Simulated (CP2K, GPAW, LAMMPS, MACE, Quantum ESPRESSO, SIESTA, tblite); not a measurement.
**How far do other methods lie from plane waves? Glassy 72SiO2-20Al2O3-4ZnO-4BaO (mol %) (83 atoms)**

One geometry of glassy 72SiO2-20Al2O3-4ZnO-4BaO (mol %) (83 atoms) is solved by several programs and methods. How far do their forces lie from a plane-wave PBE run?

Results are calculated, not measured.

## (1) The structure

The cell holds 83 atoms (18 Si, 10 Al, 1 Zn, 1 Ba and 53 O), with edges of 10.11, 10.11 and 10.11 Å. Recipe: 83 atoms (18 Si, 10 Al, 1 Zn, 1 Ba, 53 O) placed at random at 2.62 g/cm³, melted at 4000 K for 10 ps at fixed volume with the Morse and Coulomb pair potential with partial charges (Pedone, Malavasi, Menziani, Cormack and Segre, J. Phys. Chem. B 110, 11780 (2006)). Quenched from 4000 K to 300 K at 20 K/ps and fixed volume, held 10 ps at zero pressure, then minimised at fixed cell. The density is 2.93 g/cm³.

## (2) The reference input

Quantum ESPRESSO 7.5: Kohn-Sham DFT, PBE, SSSP efficiency 1.3.0 pseudopotentials, plane waves. Its input, pw.in:

```
&control
  calculation = 'scf'
  pseudo_dir = './pseudo'
  outdir = './tmp'
  disk_io = 'none'
  tprnfor = .true.
  tstress = .true.
/
&system
  ibrav = 0
  nat = 83
  ntyp = 5
  ecutwfc = 60
  ecutrho = 480
  nosym = .true.
  occupations = 'smearing'
  smearing = 'fd'
  degauss = 0.003675
/
&electrons
  conv_thr = 4.1e-07
  electron_maxstep = 100
  mixing_beta = 0.4
  mixing_mode = 'plain'
  diagonalization = 'david'
/
ATOMIC_SPECIES
Si 28.085 Si.upf
Al 26.982 Al.upf
Zn 65.380 Zn.upf
Ba 137.327 Ba.upf
O 15.999 O.upf
CELL_PARAMETERS angstrom
10.11162 0.00000 0.00000
0.00000 10.11162 0.00000
0.00000 0.00000 10.11162
ATOMIC_POSITIONS crystal
Si 0.12878 0.56526 0.16912
Si 0.69252 0.48403 0.05266
Si 0.04892 0.27496 0.40257
Si 0.44892 0.68471 0.87777
[... 77 atom lines left out ...]
O 0.66658 0.45791 0.37106
O 0.47426 0.71955 0.02528
K_POINTS gamma
```

```console
$ OMP_NUM_THREADS=1 mpirun -np 4 pw.x -in pw.in > output.txt
```

Elapsed: 3.6 min, on 4 MPI ranks of Arm Neoverse V1, shared host; peak memory 3.2 GiB.

It converged with an r.m.s. force component of 0.71 eV/Å and a pressure of 9.0 GPa.

Its highest filled and lowest empty levels lie 3.12 eV apart on its k-points.

## (3) What was run beside it

- CP2K 2026.2: Gaussian basis with GTH pseudopotentials and a plane-wave density; labels give functional, basis (MOLOPT sets; SR short-range, UZH the newer set with its own potentials), grid cutoff/relative cutoff and solver (OT: orbital transformation; TRS4, TC2, SIGN: linear-scaling purification with its sparsity filter), or its built-in tight binding.
- GPAW 26.7.0: PAW with atomic orbitals (LCAO), plane waves or a real-space grid of spacing h.
- MACE: machine-learned potential, published weights.
- Quantum ESPRESSO 7.5: plane waves; labels (QE) give functional, pseudopotential set and cutoffs of waves/density.
- SIESTA 5.4.2: numerical atomic orbitals, whose automatically made sets are far from complete, with PseudoDojo norm-conserving potentials that we converted to its format (checked against plane waves on the same files for H, C, O, Si, Ge and Ca alone); labels give functional, basis size, energy shift and mesh cutoff.
- tblite 0.8.0: extended tight binding, driven from Python.

All use the same cell and atoms, and the electronic-structure runs the same k-mesh.

## (4) All runs compared

Differences are against the reference: forces as r.m.s. over components, share as that over the reference's r.m.s. force, slope as the fitted ratio of a run's forces to the reference's.

| run | Δ force, r.m.s. (meV/Å) | share (%) | slope | Δ pressure (GPa) | Δ gap (eV) | cores | CPU time | memory (GiB) |
| --- | --- | --- | --- | --- | --- | --- | --- | --- |
| reference | - | - | - | - | - | 4 | 14 min | 3.2 |
| CP2K PBE, DZVP-MOLOPT-SR, 280/50 Ry, OT DIIS (coarse) | 203 | 28.5 | 1.000 | -0.347 | -0.104 | 2 | 6.4 min | 0.84 |
| CP2K PBE, DZVP-MOLOPT-SR, 800/50 Ry, TC2 filter 1e-03, SCF 1e-04 (coarse) | 192 | 27.0 | 0.973 | -0.978 | - | 4 | 2.1 min | 3.6 |
| CP2K PBE, DZVP-MOLOPT-SR, 800/50 Ry, TC2 filter 1e-05, SCF 1e-06 | 112 | 15.8 | 0.992 | -0.538 | - | 4 | 3 min | 3.6 |
| CP2K PBE, DZVP-MOLOPT-SR, 800/50 Ry, TC2 filter 1e-06, SCF 1e-06 | 112 | 15.8 | 0.992 | -0.538 | - | 4 | 2.8 min | 3.6 |
| CP2K PBE, DZVP-MOLOPT-SR, 800/50 Ry, diagonalisation | 96.2 | 13.5 | 0.997 | -0.526 | -0.0938 | 4 | 4.8 min | 6.3 |
| GPAW PBE, LCAO dzp, h 0.18 Å | 298 | 41.8 | 1.318 | - | -0.121 | 1 | 3.2 min | 1.6 |
| GPAW PBE, LCAO dzp, h 0.22 Å (coarse) | 327 | 45.9 | 1.336 | - | -0.127 | 1 | 1.9 min | 0.9 |
| GPAW PBE, LCAO szp(dzp), h 0.18 Å (coarse) | 324 | 45.5 | 1.335 | - | -0.207 | 1 | 2.4 min | 1.5 |
| GPAW RPBE, LCAO dzp, h 0.18 Å | 341 | 47.9 | 1.363 | - | -0.0142 | 1 | 3.2 min | 1.6 |
| MACE MP-0b2 small potential | 72.6 | 10.2 | 0.963 | -0.303 | - | 1 | 7.9 s | 0.66 |
| MACE MP-0b3 medium potential | 74.2 | 10.4 | 0.963 | -0.507 | - | 1 | 8.8 s | 1.1 |
| MACE MPA-0 medium potential | 58.0 | 8.14 | 0.982 | 0.0109 | - | 1 | 9 s | 1.1 |
| QE PBE, gbrv-1.5, 40/200 Ry | 23.9 | 3.36 | 0.987 | 0.071 | 0.0134 | 2 | 4.4 min | 1.5 |
| SIESTA PBE, DZP, shift 0.01 Ry, mesh 500 Ry | 150 | 21.0 | 1.137 | 2.36 | 0.163 | 2 | 7.5 min | 2.4 |
| SIESTA PBE, DZP, shift 0.02 Ry, mesh 500 Ry | 165 | 23.2 | 1.129 | 0.982 | 0.287 | 2 | 5.7 min | 2.0 |
| SIESTA PBE, SZP, shift 0.01 Ry, mesh 500 Ry (coarse) | 364 | 51.1 | 1.388 | 8.12 | 0.700 | 2 | 5.6 min | 2.1 |
| tblite GFN1-xTB | 663 | 93.1 | 1.079 | -6.02 | - | 1 | 6.5 s | 0.12 |

Rows marked coarse use a setting chosen to be so.

Times of the machine-learned potentials are mostly Python's start and the loading of weights.

CPU time is summed over cores on shared hosts, so it is rough.

## (5) Findings

Forces lie from 3.4 % (QE PBE, gbrv-1.5, 40/200 Ry) to 93 % (tblite GFN1-xTB) of the reference's r.m.s. force of 0.71 eV/Å away from it. Other PBE runs on plane waves or a grid: QE PBE, gbrv-1.5, 40/200 Ry 3.4 % of the r.m.s. force; the reference has errors of its own, so differences under a few per cent don't tell which side is nearer the exact PBE result. The PBE runs in local orbitals, coarse settings apart, differ by 13 % (CP2K PBE, DZVP-MOLOPT-SR, 800/50 Ry, diagonalisation) to 42 % (GPAW PBE, LCAO dzp, h 0.18 Å); basis, grid and potentials can all enter. Tight binding differs by 93 % (tblite GFN1-xTB); it is another model, with fitted parameters of its own, and the xTB methods hold dispersion.

Machine-learned potentials differ by 8.1 % (MACE MPA-0 medium potential) to 10 % (MACE MP-0b3 medium potential); they were trained on other programs' data. Rows with another functional or a dispersion term differ by 48 % (GPAW RPBE, LCAO dzp, h 0.18 Å), which mixes the change of model with differences of basis and potentials. Runs with settings chosen to be coarse differ by 27 % (CP2K PBE, DZVP-MOLOPT-SR, 800/50 Ry, TC2 filter 1e-03, SCF 1e-04) to 51 % (SIESTA PBE, SZP, shift 0.01 Ry, mesh 500 Ry), their programs' other errors included. SIESTA PBE, SZP, shift 0.01 Ry, mesh 500 Ry stiffens the forces by a factor of 1.39 while following their directions (correlation 0.972); the slopes of the 3 SIESTA runs lie between 1.13 and 1.39. From CP2K PBE, DZVP-MOLOPT-SR, 280/50 Ry, OT DIIS to the finer CP2K PBE, DZVP-MOLOPT-SR, 800/50 Ry, diagonalisation the share falls from 28 to 13 %. From GPAW PBE, LCAO dzp, h 0.22 Å to the finer GPAW PBE, LCAO dzp, h 0.18 Å the share falls from 46 to 42 %. Pressures at PBE, coarse settings apart, lie -0.54 to +2.36 GPa from the reference's. Gaps at PBE, coarse settings apart, lie -0.12 to +0.29 eV from the reference's.

Caveats: Periodic xTB results under one method name differ between programs and library versions. The potentials hold different valence shells: 450 electrons in the reference, 442 in CP2K with DZVP-MOLOPT-SR and 442 in GPAW; this bears on time and differences. The reference's pressure holds the uncorrected Pulay stress of its 60 Ry basis, so small pressure differences, may be the reference's own error. Machine-learned potentials mimic data converged in k, so the reference's own k-point error enters their differences. The quench rate of 20 K/ps is many orders above laboratory rates, so the cell is likely richer in defects and strain than a real sample. The network of bonds at the start is that of the classical potential that made the cell, and needn't be the one that DFT or experiment would give. The reference's stress is far from hydrostatic: its diagonal is 8.1, 11.6, 7.4 GPa, compression counted positive. The electronic-structure runs sample only Γ, in a cell whose shortest periodic width is 10 Å. Spin–orbit coupling is left out, which matters for the levels of the heavy elements. Where levels are smeared, the DFT runs use Fermi–Dirac occupations at 580 K (0.05 eV), and energies are free energies. The reference's cutoffs and mesh weren't converged further here.

[Long decimals in the printed logs are rounded to 6 places.]

[Logs are printed without paths, hosts, clocks, repeated set-up lines and the standing remarks that a program may print on its own settings, such as how far it seeks lower states.]

[Hosts, paths, dates, database ids (printed as entryN), source tags and the programs' standing remarks are cut or masked in the printed files.]

[Only finished runs are shown, without SIESTA runs on faulty potentials for Cu, Fe, Ni or Zn; cells were taken only where this reference lay near another plane-wave run.]
